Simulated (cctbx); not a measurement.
# NbAg2Cl5O with cctbx, script by script

Library: cctbx 2025.11. The data are simulated by the first script.

## 1. Simulate the data

run.py:

```python
from cctbx import adptbx, crystal, miller, sgtbx, xray
from cctbx.array_family import flex
from iotbx.shelx import hklf
from scitbx import matrix
import scitbx.random

cs = crystal.symmetry(unit_cell=(6.389, 6.389, 17.907, 90, 90, 120), space_group_symbol='Hall: P 31')  # P3_1
atoms = [  # label, site, U (iso, or U11 U22 U33 U12 U13 U23 in A^2), occupancy
    ("Ag1", (0.3374, 0.6655, 0.8329), (0.0156, 0.0123, 0.0111, 0.0073, 0.0008, 0.0003), 1),
    ("Ag2", (0.9932, 0.9851, 0.8361), (0.0155, 0.0104, 0.0116, 0.0060, 0.0024, -0.0009), 1),
    ("Nb1", (0.6746, 0.368, 0.6722), (0.0094, 0.0101, 0.0099, 0.0049, 0.0004, 0.0003), 1),
    ("Cl1", (0.3399, 0.3341, 0.9145), (0.0175, 0.0172, 0.0151, 0.0088, 0.0022, -0.0010), 1),
    ("Cl2", (0.3544, 0.3314, 0.5831), (0.0166, 0.0160, 0.0147, 0.0084, -0.0009, 0.0003), 1),
    ("Cl3", (0.3497, 0.3319, 0.25), (0.0123, 0.0135, 0.0129, 0.0055, 0.0008, 0.0015), 1),
    ("Cl4", (0.3458, 0.0165, 0.7464), (0.0141, 0.0157, 0.0152, 0.0072, -0.0011, 0.0001), 1),
    ("Cl5", (0.3327, 0.0055, 0.4183), (0.0195, 0.0236, 0.0222, 0.0110, -0.0034, -0.0005), 1),
    ("O1", (0.3522, 0.016, 0.0832), (0.0159, 0.0161, 0.0165, 0.0080, 0.0017, 0.0017), 1),
]
xs = xray.structure(crystal_symmetry=cs)
for label, site, u, occ in atoms:
    u = adptbx.u_cif_as_u_star(cs.unit_cell(), u) if isinstance(u, tuple) else u
    xs.add_scatterer(xray.scatterer(label, site=site, u=u, occupancy=occ))
xs.set_inelastic_form_factors(1.54184, "sasaki")
xs.show_summary()
p1 = xs.expand_to_p1()
ms = miller.build_set(p1, anomalous_flag=True, d_min=0.83)
flex.set_random_seed(376641)
scitbx.random.set_random_seed(376641)
ms = ms.select(flex.random_double(ms.size()) < 0.95)
i = ms.structure_factors_from_scatterers(p1, algorithm="direct").f_calc().as_intensity_array().data()
i = i / flex.sqrt(1 + 0.1 * i / flex.max(i))  # extinction
i = i * 5000 / flex.max(i)
sig = flex.sqrt(i + flex.pow2(0.02 * i) + 15 ** 2)
noise = scitbx.random.variate(scitbx.random.normal_distribution())(i.size())
data = ms.array(data=i + sig * noise, sigmas=sig).set_observation_type_xray_intensity()
with open("data.hkl", "w") as f:
    data.export_as_shelx_hklf(f)
print("reflections written:", data.size(), " <I/sigma> = %.1f" % flex.mean(data.data() / data.sigmas()))
for h, a, b in list(data.sort("data"))[:12]:
    print("%4d%4d%4d %9.1f %7.1f" % (h + (a, b)))
```

```console
$ python run.py
```

```text
Number of scatterers: 9
At special positions: 0
Unit cell: (6.389, 6.389, 17.907, 90, 90, 120)
Space group: P 31 (No. 144)
reflections written: 4446  <I/sigma> = 4.6
   0   3   0    5195.9   123.4
  -3   0   0    5164.6   123.4
   0  -3   0    5064.8   123.4
   3   0   0    5025.5   123.4
   3  -3   0    4854.8   123.4
  -3   3   0    4832.6   123.4
  -1  -1  -6    4344.0   109.0
  -1   2   6    4306.1   107.7
  -1   2  -6    4285.6   109.0
   1   1  -6    4278.4   107.7
   2  -1  -6    4255.5   109.0
  -1  -1   6    4230.4   107.7
```

Run time: 0.26 s on 1 thread of Arm Neoverse V2 (shared host), peak memory 0.07 GiB.

## 2. Refinement (right model, isotropic)

run.py:

```python
import math
from cctbx import adptbx, crystal, maptbx, sgtbx, xray
from cctbx.array_family import flex
from cctbx.xray import observations
from iotbx.shelx import hklf
from scitbx.lstbx import normal_eqns_solving
from smtbx import absolute_structure, utils
from smtbx.refinement import constraints, least_squares

cs = crystal.symmetry(unit_cell=(6.389, 6.389, 17.907, 90, 90, 120), space_group_symbol='Hall: P 31')  # P3_1
atoms = [  # label, site, U (iso, or U11 U22 U33 U12 U13 U23 in A^2), occupancy
    ("Ag1", (0.3404, 0.6681, 0.8361), 0.0200, 1),
    ("Ag2", (1.0088, 0.9876, 0.8397), 0.0200, 1),
    ("Nb1", (0.6746, 0.3648, 0.6743), 0.0200, 1),
    ("Cl1", (0.3419, 0.3377, 0.9165), 0.0200, 1),
    ("Cl2", (0.357, 0.3439, 0.5809), 0.0200, 1),
    ("Cl3", (0.3552, 0.3313, 0.2524), 0.0200, 1),
    ("Cl4", (0.347, 0.0144, 0.7474), 0.0200, 1),
    ("Cl5", (0.3375, -0.0031, 0.4153), 0.0200, 1),
    ("O1", (0.3493, 0.0117, 0.081), 0.0200, 1),
]
xs = xray.structure(crystal_symmetry=cs)
for label, site, u, occ in atoms:
    u = adptbx.u_cif_as_u_star(cs.unit_cell(), u) if isinstance(u, tuple) else u
    xs.add_scatterer(xray.scatterer(label, site=site, u=u, occupancy=occ))
xs.set_inelastic_form_factors(1.54184, "sasaki")
raw = hklf.reader(file_name="data.hkl").as_miller_arrays(crystal_symmetry=cs, anomalous=True)[0]
merged = raw.eliminate_sys_absent().merge_equivalents()
fo2 = merged.array().set_observation_type_xray_intensity()
print("Rint %.3f, %d unique reflections to %.2f A" % (merged.r_int(), fo2.size(), fo2.d_min()))
for sc in xs.scatterers():
    sc.flags.set_grad_site(True)
    sc.flags.set_grad_u_aniso(sc.flags.use_u_aniso())
    sc.flags.set_grad_u_iso(sc.flags.use_u_iso())
obs = fo2.as_xray_observations()
extra = {}
rep = constraints.reparametrisation(xs, [], utils.connectivity_table(xs), **extra)
ls = least_squares.crystallographic_ls(obs, rep, weighting_scheme=least_squares.mainstream_shelx_weighting(a=0, b=0))
print("cycle     R1     wR2    GooF  max shift (A)")
for cycle in range(8):
    ls.build_up()
    r1, wr2, goof = ls.r1_factor(cutoff_factor=2)[0], ls.wR2(), ls.goof()
    old = xs.sites_cart()
    normal_eqns_solving.levenberg_marquardt_iterations(ls, n_max_iterations=3, tau=1e-06, step_threshold=1e-7)
    big = flex.max((xs.sites_cart() - old).norms())
    print("%4d %7.4f %7.4f %7.3f %9.5f" % (cycle + 1, r1, wr2, goof, big))
    ls.build_up(objective_only=True)
    if abs(ls.wR2() - wr2) < 5e-5 and big < 5e-4:
        break
ls.build_up()
print("final R1 %.4f wR2 %.4f GooF %.3f  parameters %d  data/parameter %.1f" % (ls.r1_factor(cutoff_factor=2)[0], ls.wR2(), ls.goof(), ls.n_parameters, fo2.size() / ls.n_parameters))
cov = ls.covariance_matrix_and_annotations()
su = dict(zip(cov.annotations, (math.sqrt(max(v, 0)) for v in cov.matrix.matrix_packed_u_diagonal())))
a2 = cs.unit_cell().reciprocal_parameters()[0] ** -2
print("atom        x        y        z      Ueq    occ   su(xyz)  su(Uiso or U11)")
for sc in xs.scatterers():
    s = max(su.get(sc.label + k, 0) for k in (".x", ".y", ".z"))
    npd = "" if sc.is_positive_definite_u(cs.unit_cell()) else "  NPD"
    print("%-5s %8.5f %8.5f %8.5f %8.4f %6.3f %8.5f %7.4f%s" % ((sc.label,) + sc.site + (sc.u_iso_or_equiv(cs.unit_cell()), sc.occupancy, s, su.get(sc.label + ".uiso", su.get(sc.label + ".u11", 0) * a2), npd)))
fo = fo2.f_sq_as_f()
fc = fo.structure_factors_from_scatterers(xs, algorithm="direct").f_calc()
diff = fo.f_obs_minus_f_calc(1 / math.sqrt(ls.scale_factor()), fc).average_bijvoet_mates()
m = diff.fft_map(symmetry_flags=maptbx.use_space_group_symmetry, resolution_factor=0.25).apply_volume_scaling()
print("difference map: max %.2f min %.2f rms %.2f" % (m.statistics().max(), m.statistics().min(), m.statistics().sigma()))
peaks = m.peak_search(parameters=maptbx.peak_search_parameters(min_distance_sym_equiv=0.6, max_clusters=6)).all()
near = xs.closest_distances(peaks.sites(), distance_cutoff=4)
sps = cs.special_position_settings(min_distance_sym_equiv=0.5)
for k, (x, h) in enumerate(zip(peaks.sites(), peaks.heights())):
    ss = sps.site_symmetry(x)
    print("Q%-3d %7.4f %7.4f %7.4f %4d %7.2f  %.2f A from %s" % ((k + 1,) + tuple(t % 1 for t in ss.exact_site()) + (ss.multiplicity(), h, near.smallest_distances[k], xs.scatterers()[near.i_seqs[k]].label)))
```

```console
$ python run.py
```

```text
Rint 0.079, 1551 unique reflections to 0.83 A
cycle     R1     wR2    GooF  max shift (A)
   1  0.1222  0.1682   2.312   0.10886
   2  0.0482  0.0705   0.969   0.00828
   3  0.0483  0.0704   0.967   0.00562
   4  0.0483  0.0703   0.967   0.00410
   5  0.0482  0.0703   0.967   0.00296
   6  0.0482  0.0703   0.967   0.00212
   7  0.0482  0.0703   0.967   0.00151
   8  0.0482  0.0703   0.967   0.00107
final R1 0.0482 wR2 0.0703 GooF 0.967  parameters 36  data/parameter 43.1
atom        x        y        z      Ueq    occ   su(xyz)  su(Uiso or U11)
Ag1    0.33909  0.66575  0.83523   0.0120  1.000  0.00044  0.0005
Ag2    0.99288  0.98618  0.83848   0.0127  1.000  0.00047  0.0004
Nb1    0.67477  0.36827  0.67480   0.0091  1.000  0.00046  0.0003
Cl1    0.34030  0.33663  0.91734   0.0146  1.000  0.00121  0.0014
Cl2    0.35465  0.33245  0.58500   0.0152  1.000  0.00123  0.0014
Cl3    0.34931  0.33351  0.25277   0.0151  1.000  0.00134  0.0015
Cl4    0.34782  0.01776  0.74843   0.0159  1.000  0.00125  0.0013
Cl5    0.33483  0.00381  0.42083   0.0245  1.000  0.00155  0.0016
O1     0.35695  0.01777  0.08634   0.0137  1.000  0.00374  0.0039
difference map: max 1.88 min -2.00 rms 0.50
Q1    0.0151  0.5991  0.2013    3    1.95  1.01 A from Cl2
Q2    0.2252  0.6193  0.3140    3    1.94  2.01 A from Cl2
Q3    0.2839  0.1167  0.4994    3    1.78  1.63 A from Ag2
Q4    0.0200  0.1851  0.1433    3    1.78  1.23 A from Ag2
Q5    0.5732  0.2346  0.6802    3    1.76  0.78 A from Nb1
Q6    0.2737  0.7175  0.6283    3    1.75  1.80 A from Cl1
```

Time: 0.75 s.

## 3. Refinement (right model, anisotropic)

run.py, as its changes from the last script of this kind:

```diff
@@ -12,9 +12,9 @@
-    ("Ag1", (0.3404, 0.6681, 0.8361), 0.0200, 1),
-    ("Ag2", (1.0088, 0.9876, 0.8397), 0.0200, 1),
-    ("Nb1", (0.6746, 0.3648, 0.6743), 0.0200, 1),
-    ("Cl1", (0.3419, 0.3377, 0.9165), 0.0200, 1),
-    ("Cl2", (0.357, 0.3439, 0.5809), 0.0200, 1),
-    ("Cl3", (0.3552, 0.3313, 0.2524), 0.0200, 1),
-    ("Cl4", (0.347, 0.0144, 0.7474), 0.0200, 1),
-    ("Cl5", (0.3375, -0.0031, 0.4153), 0.0200, 1),
-    ("O1", (0.3493, 0.0117, 0.081), 0.0200, 1),
+    ("Ag1", (0.33909, 0.66575, 0.83523), 0.0120, 1),
+    ("Ag2", (0.99288, 0.98618, 0.83848), 0.0127, 1),
+    ("Nb1", (0.67477, 0.36827, 0.6748), 0.0091, 1),
+    ("Cl1", (0.3403, 0.33663, 0.91734), 0.0146, 1),
+    ("Cl2", (0.35465, 0.33245, 0.585), 0.0152, 1),
+    ("Cl3", (0.34931, 0.33351, 0.25277), 0.0151, 1),
+    ("Cl4", (0.34782, 0.01776, 0.74843), 0.0159, 1),
+    ("Cl5", (0.33483, 0.00381, 0.42083), 0.0245, 1),
+    ("O1", (0.35695, 0.01777, 0.08634), 0.0137, 1),
@@ -26,0 +27 @@
+xs.convert_to_anisotropic()
@@ -59,0 +61,4 @@
+fc = fo2.structure_factors_from_scatterers(xs, algorithm="direct").f_calc()
+absolute_structure.flack_analysis(xs, fo2.as_xray_observations()).show()
+h = absolute_structure.hooft_analysis(fo2, fc, scale_factor=ls.scale_factor())
+print("Hooft y: %.3f(%.0f)  Bijvoet pairs: %d" % (h.hooft_y, 1000 * h.sigma_y, h.n_bijvoet_pairs))
```

```console
$ python run.py
```

```text
Rint 0.079, 1551 unique reflections to 0.83 A
cycle     R1     wR2    GooF  max shift (A)
   1  0.0482  0.0703   0.981   0.01522
   2  0.0461  0.0676   0.944   0.00438
   3  0.0461  0.0676   0.944   0.00274
   4  0.0461  0.0676   0.943   0.00212
   5  0.0461  0.0676   0.943   0.00172
   6  0.0461  0.0676   0.943   0.00140
   7  0.0461  0.0676   0.943   0.00113
   8  0.0461  0.0676   0.943   0.00092
final R1 0.0461 wR2 0.0676 GooF 0.943  parameters 81  data/parameter 19.1
atom        x        y        z      Ueq    occ   su(xyz)  su(Uiso or U11)
Ag1    0.33708  0.66499  0.83524   0.0125  1.000  0.00067  0.0014
Ag2    0.99257  0.98579  0.83850   0.0119  1.000  0.00077  0.0012
Nb1    0.67662  0.36841  0.67454   0.0098  1.000  0.00107  0.0014
Cl1    0.34007  0.33433  0.91718   0.0160  1.000  0.00148  0.0037
Cl2    0.35358  0.33212  0.58561   0.0140  1.000  0.00145  0.0037
Cl3    0.34906  0.33390  0.25282   0.0158  1.000  0.00152  0.0038
Cl4    0.34474  0.01723  0.74881   0.0145  1.000  0.00143  0.0037
Cl5    0.33589  0.00519  0.42122   0.0254  1.000  0.00180  0.0051
O1     0.35988  0.01957  0.08641   0.0200  1.000  0.00454  0.0149
Flack x: -0.10(6)
Hooft y: -0.080(63)  Bijvoet pairs: 775
difference map: max 1.93 min -1.90 rms 0.48
Q1    0.0156  0.6102  0.2009    3    2.02  1.01 A from Cl2
Q2    0.2726  0.1018  0.4949    3    1.95  1.58 A from Ag2
Q3    0.0018  0.1617  0.1433    3    1.95  1.15 A from Ag2
Q4    0.1851  0.7870  0.5500    3    1.86  1.23 A from Cl1
Q5    0.2859  0.5549  0.9597    3    1.82  1.78 A from Cl1
Q6    0.4959  0.4067  0.3260    3    1.77  1.54 A from Cl3
```

Time: 0.77 s.

## 4. Refinement

run.py, as its changes from the last script of this kind:

```diff
@@ -18,2 +18,2 @@
-    ("Cl4", (0.34782, 0.01776, 0.74843), 0.0159, 1),
-    ("Cl5", (0.33483, 0.00381, 0.42083), 0.0245, 1),
+    ("Ca1", (0.34782, 0.01776, 0.74843), 0.0159, 1),
+    ("Cl4", (0.33483, 0.00381, 0.42083), 0.0245, 1),
@@ -41 +41 @@
-for cycle in range(8):
+for cycle in range(12):
@@ -61,4 +60,0 @@
-fc = fo2.structure_factors_from_scatterers(xs, algorithm="direct").f_calc()
-absolute_structure.flack_analysis(xs, fo2.as_xray_observations()).show()
-h = absolute_structure.hooft_analysis(fo2, fc, scale_factor=ls.scale_factor())
-print("Hooft y: %.3f(%.0f)  Bijvoet pairs: %d" % (h.hooft_y, 1000 * h.sigma_y, h.n_bijvoet_pairs))
```

```console
$ python run.py
```

```text
Rint 0.079, 1551 unique reflections to 0.83 A
cycle     R1     wR2    GooF  max shift (A)
   1  0.0519  0.0762   1.064   0.01733
   2  0.0481  0.0710   0.990   0.00594
   3  0.0481  0.0709   0.990   0.00355
   4  0.0481  0.0709   0.989   0.00268
   5  0.0481  0.0709   0.989   0.00209
   6  0.0481  0.0709   0.989   0.00163
   7  0.0481  0.0709   0.989   0.00128
   8  0.0481  0.0709   0.989   0.00100
   9  0.0481  0.0709   0.989   0.00078
  10  0.0481  0.0709   0.989   0.00062
  11  0.0481  0.0709   0.989   0.00049
final R1 0.0481 wR2 0.0709 GooF 0.989  parameters 81  data/parameter 19.1
atom        x        y        z      Ueq    occ   su(xyz)  su(Uiso or U11)
Ag1    0.33672  0.66463  0.83523   0.0121  1.000  0.00072  0.0014
Ag2    0.99183  0.98611  0.83850   0.0117  1.000  0.00076  0.0013
Nb1    0.67830  0.36861  0.67457   0.0096  1.000  0.00105  0.0014
Cl1    0.33991  0.33368  0.91698   0.0174  1.000  0.00161  0.0041
Cl2    0.35340  0.33193  0.58573   0.0139  1.000  0.00151  0.0038
Cl3    0.34792  0.33351  0.25261   0.0171  1.000  0.00166  0.0043
Ca1    0.34417  0.01675  0.74895   0.0212  1.000  0.00146  0.0039
Cl4    0.33629  0.00545  0.42122   0.0265  1.000  0.00190  0.0055
O1     0.35954  0.02135  0.08594   0.0136  1.000  0.00441  0.0143  NPD
difference map: max 1.96 min -1.98 rms 0.50
Q1    0.0171  0.6143  0.2012    3    2.03  1.00 A from Cl2
Q2    0.2677  0.0954  0.4928    3    1.97  1.55 A from Cl4
Q3    0.1836  0.7845  0.5492    3    1.90  1.23 A from Cl1
Q4    0.2930  0.5619  0.9592    3    1.89  1.80 A from Cl1
Q5    0.1682  0.3097  0.6315    3    1.89  1.39 A from Cl2
Q6    0.0036  0.1595  0.1430    3    1.84  1.14 A from Ag2
```

Time: 1 s.

This run holds a fault made on purpose: wrong element: Ca1 is Cl.

## 5. Refinement

run.py, as its changes from the last script of this kind:

```diff
@@ -18,2 +18,2 @@
-    ("Ca1", (0.34782, 0.01776, 0.74843), 0.0159, 1),
-    ("Cl4", (0.33483, 0.00381, 0.42083), 0.0245, 1),
+    ("Cl4", (0.34782, 0.01776, 0.74843), 0.0159, 1),
+    ("Cl5", (0.33483, 0.00381, 0.42083), 0.0245, 1),
@@ -26 +26 @@
-xs.set_inelastic_form_factors(1.54184, "sasaki")
+xs.set_inelastic_form_factors(0.71073, "sasaki")
```

```console
$ python run.py
```

```text
Rint 0.079, 1551 unique reflections to 0.83 A
cycle     R1     wR2    GooF  max shift (A)
   1  0.0564  0.0811   1.132   0.01722
   2  0.0482  0.0705   0.983   0.01239
   3  0.0482  0.0704   0.983   0.00813
   4  0.0482  0.0704   0.983   0.00552
   5  0.0482  0.0704   0.983   0.00401
   6  0.0482  0.0704   0.983   0.00305
   7  0.0482  0.0704   0.983   0.00239
   8  0.0482  0.0704   0.983   0.00192
   9  0.0482  0.0704   0.983   0.00157
  10  0.0482  0.0704   0.983   0.00130
  11  0.0482  0.0704   0.983   0.00109
  12  0.0482  0.0704   0.983   0.00092
final R1 0.0482 wR2 0.0704 GooF 0.983  parameters 81  data/parameter 19.1
atom        x        y        z      Ueq    occ   su(xyz)  su(Uiso or U11)
Ag1    0.33707  0.66523  0.83526   0.0114  1.000  0.00072  0.0014
Ag2    0.99313  0.98586  0.83851   0.0113  1.000  0.00079  0.0013
Nb1    0.67594  0.36811  0.67450   0.0060  1.000  0.00111  0.0014
Cl1    0.34084  0.33467  0.91726   0.0148  1.000  0.00153  0.0036
Cl2    0.35379  0.33324  0.58569   0.0121  1.000  0.00146  0.0037
Cl3    0.34991  0.33463  0.25276   0.0143  1.000  0.00153  0.0039
Cl4    0.34449  0.01649  0.74880   0.0167  1.000  0.00155  0.0041
Cl5    0.33574  0.00447  0.42112   0.0270  1.000  0.00195  0.0056
O1     0.36521  0.01842  0.08635   0.0354  1.000  0.00564  0.0202
difference map: max 1.83 min -1.77 rms 0.47
Q1    0.2692  0.1024  0.4952    3    1.90  1.56 A from Ag2
Q2    0.9993  0.1638  0.1440    3    1.86  1.16 A from Ag2
Q3    0.0146  0.6136  0.2006    3    1.81  1.00 A from Cl2
Q4    0.1754  0.7891  0.5526    3    1.72  1.18 A from Cl1
Q5    0.4974  0.4062  0.3255    3    1.70  1.54 A from Cl3
Q6    0.5998  0.2563  0.6760    3    1.70  0.63 A from Nb1
```

Time: 0.99 s.

This run holds a fault made on purpose: dispersion terms of the wrong wavelength.

## 6. Refinement

run.py, as its changes from the last script of this kind:

```diff
@@ -20 +19,0 @@
-    ("O1", (0.35695, 0.01777, 0.08634), 0.0137, 1),
@@ -26 +25 @@
-xs.set_inelastic_form_factors(0.71073, "sasaki")
+xs.set_inelastic_form_factors(1.54184, "sasaki")
```

```console
$ python run.py
```

```text
Rint 0.079, 1551 unique reflections to 0.83 A
cycle     R1     wR2    GooF  max shift (A)
   1  0.0583  0.0936   1.303   0.03765
   2  0.0520  0.0817   1.136   0.00769
   3  0.0520  0.0816   1.135   0.00236
   4  0.0520  0.0816   1.135   0.00066
   5  0.0519  0.0816   1.135   0.00022
final R1 0.0519 wR2 0.0816 GooF 1.135  parameters 72  data/parameter 21.5
atom        x        y        z      Ueq    occ   su(xyz)  su(Uiso or U11)
Ag1    0.33391  0.66400  0.83525   0.0137  1.000  0.00062  0.0015
Ag2    0.99374  0.98408  0.83862   0.0112  1.000  0.00084  0.0014
Nb1    0.67573  0.36651  0.67412   0.0120  1.000  0.00108  0.0014
Cl1    0.34135  0.33097  0.91758   0.0116  1.000  0.00146  0.0028
Cl2    0.35433  0.33250  0.58576   0.0105  1.000  0.00140  0.0035
Cl3    0.34972  0.33244  0.25337   0.0105  1.000  0.00126  0.0032
Cl4    0.34248  0.01617  0.75025   0.0150  1.000  0.00157  0.0040
Cl5    0.33449  0.00576  0.42015   0.0236  1.000  0.00193  0.0050
difference map: max 6.20 min -2.17 rms 0.60
Q1    0.3726  0.0322  0.0858    3    6.27  2.22 A from Nb1
Q2    0.1836  0.7589  0.9827    3    2.14  1.58 A from Cl3
Q3    0.0340  0.8823  0.6983    3    2.13  1.95 A from Cl4
Q4    0.0196  0.6294  0.2019    3    2.08  0.96 A from Cl2
Q5    0.0241  0.3337  0.9053    3    2.06  2.05 A from Cl1
Q6    0.4436  0.2569  0.0380    3    1.98  1.22 A from Nb1
```

It took 0.61 s on 1 thread of Arm Neoverse V2, on a shared host, peak memory 0.09 GiB.

This run holds a fault made on purpose: atom left out: O1.

[Logs are printed without paths, hosts, clocks, repeated set-up lines and the standing remarks that a program may print on its own settings, such as how far it seeks lower states.]
